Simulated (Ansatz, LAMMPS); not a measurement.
# Static equation of state of glassy B2O3 (100 atoms)

Density of this cell: 2.01 g/cm³. The cell holds 100 atoms: 40 B and 60 O. Its edges and angles: a = 9.989 Å, b = 10.653 Å, c = 10.849 Å, α = 91.2°, β = 86.5°, γ = 87.1°. The starting structure: 100 atoms (40 B, 60 O) placed at random at 1.93 g/cm³, melted at 3000 K for 20 ps at fixed volume with the Buckingham and Coulomb pair potential of Guillot and Sator (Geochim. Cosmochim. Acta 71, 1249 (2007)) with the boron terms of Wang et al. (J. Non-Cryst. Solids 498, 294 (2018)). Quenched from 3000 K to 300 K at 100 K/ps and fixed volume, held 10 ps at zero pressure.

Calculated with Ansatz 0.2.0: Kohn-Sham DFT, PBE, PAW (set soft_2), plane waves; cutoff 420 eV, Γ point, fixed occupations. Cell and atoms were relaxed first, to V0 = 11.506 Å³ an atom at a residual P0 = 0.025 GPa. The cell was then scaled evenly, and the atoms were relaxed at each volume.

| volume (Å³/atom) | pressure (GPa) |
| --- | --- |
| 10.355 | ? |
| 10.816 | 2.568 |
| 11.161 | 1.328 |
| 11.851 | -1.437 |
| 12.196 | -2.880 |

Task: Fit the third-order Birch–Murnaghan equation to the rows given and extrapolate to the withheld row.

Worked fit:

Take the Eulerian strain f = ½[(V0/V)^(2/3) − 1] and the normalised pressure F = (P − P0) / [3f(1 + 2f)^(5/2)]. The third-order Birch–Murnaghan equation is then the line F = B0 + (3/2)B0(B′ − 4) f, so u = f and v = F.

```
      u = f  v = F (GPa)
  0.0210564      36.3151
  0.0102569      40.2571
-0.00975643      52.4768
 -0.0190506      56.0086
```

With n = 4: mean u = 6.2656e-4, mean v = 46.2644, Σ(u − ū)² = 0.0010051, Σ(u − ū)(v − v̄) = -0.51736. Slope b = -0.51736 / 0.0010051 = -514.72; intercept a = v̄ − b ū = 46.587.

So B0 = a = 46.6 GPa and B′ = 4 + 2b/(3a) = -3.37. At the withheld volume f = 0.03638, F = a + b f = 27.86 GPa, and P = P0 + 3f(1 + 2f)^(5/2) F.

Prediction at 10.355: 3.649 GPa. The run gave 3.994 GPa, so the fit is low by 0.34 GPa (8.6 % of the value).

The series isn't one smooth equation of state: even a line fitted to all rows, the withheld one included, misses F by up to 4.2 % and an atom moves over 0.5 Å in some relaxation. B0 and B′ are then only the numbers of this fit, not moduli of the material. Among the rows given, the largest miss of the fit is at 10.816, by 0.040 GPa (0.58 % of the range of the table).

Limits: Static cells at zero temperature; the cell shape is held. The program notes that the SCF threshold of these relaxations is loose for the stress. The quench rate of 100 K/ps is many orders above laboratory rates, so the cell is likely richer in defects and strain than a real sample. The network of bonds at the start is that of the classical potential that made the cell, and needn't be the one that DFT or experiment would give. Only the Γ point is sampled, in a cell whose shortest periodic width is 10 Å.

[Logs are printed without paths, hosts, clocks, repeated set-up lines and the standing remarks that a program may print on its own settings, such as how far it seeks lower states.]

[Hosts, paths, dates, database ids (printed as entryN), source tags and the programs' standing remarks are cut or masked in the printed files.]
